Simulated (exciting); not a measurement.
Consider LiGeN, space group P6_3mc.

```
Ge N Li
1.0
     3.01241    0.00000    0.00000
    -1.50620    2.60882    0.00000
     0.00000    0.00000    9.41946
Ge N Li
2 2 2
Direct
  0.00000 0.00000 0.99802
  0.00000 0.00000 0.49802
  0.66667 0.33333 0.10322
  0.33333 0.66667 0.60322
  0.33333 0.66667 0.24339
  0.66667 0.33333 0.74339
```

Absorber: atom 3, with 3 Ge at 2.00 Å and 3 Li at 2.18 Å (distorted octahedral, site symmetry 3m). Method: exciting, all-electron LAPW+lo, LDA, exchange and screened direct term (singlet BSE), 5×5×2 shifted k points, 27 conduction bands, |G+q| up to 3 bohr⁻¹, full RPA screening with nempty = 53, Lorentzian half width 0.45 eV.

Q: What does the N K spectrum look like, and is there a bound core exciton?

Bound core exciton? Yes on this mesh: the first bright state (over 5 % of the brightest) lies at -0.59 eV from the Kohn–Sham onset. Maxima (height): 0.1 eV (1.00), 2.4 eV (1.00), 7.6 eV (0.49), 9.4 eV (0.54), 10.5 eV (0.57) and 14.9 eV (0.19).

Energy from the Kohn–Sham onset, core level to the lowest empty state found on the meshes used; Im ε in relative units:

```csv
E (eV),Im ε
-5.0,0.02
-4.5,0.03
-4.0,0.03
-3.5,0.04
-3.0,0.05
-2.5,0.07
-2.0,0.10
-1.5,0.18
-1.0,0.37
-0.5,0.75
0.0,1.00
0.5,0.88
1.0,0.81
1.5,0.85
2.0,0.97
2.5,0.99
3.0,0.83
3.5,0.78
4.0,0.73
4.5,0.70
5.0,0.70
5.5,0.69
6.0,0.60
6.5,0.47
7.0,0.45
7.5,0.49
8.0,0.46
8.5,0.39
9.0,0.48
9.5,0.53
10.0,0.52
10.5,0.57
11.0,0.42
11.5,0.27
12.0,0.22
12.5,0.20
13.0,0.18
13.5,0.17
14.0,0.18
14.5,0.17
15.0,0.19
15.5,0.15
```

Binding energies aren't converged on 50 k points, and fine structure above the first lines is partly noise of the mesh. Exchange and the short-range direct term aren't converged in the kernel cutoff. The zero comes from the shifted mesh, which comes near the band minimum without meeting it. The Kohn–Sham onset, 374 eV, is no photon energy: the scale needs a rigid shift. Bands and screening come from semilocal DFT, whose small gap overscreens. Vibrations and energy-dependent lifetimes are left out. The structure is a Materials Project entry, computed there, and may be a hypothetical form.

[Banner, clock and machine lines of the logs are left out without a mark of their own.]

[Logs are printed without paths, hosts, clocks, repeated set-up lines and the standing remarks that a program may print on its own settings, such as how far it seeks lower states.]

[Hosts, paths, dates, database ids (printed as entryN), source tags and the programs' standing remarks are cut or masked in the printed files.]
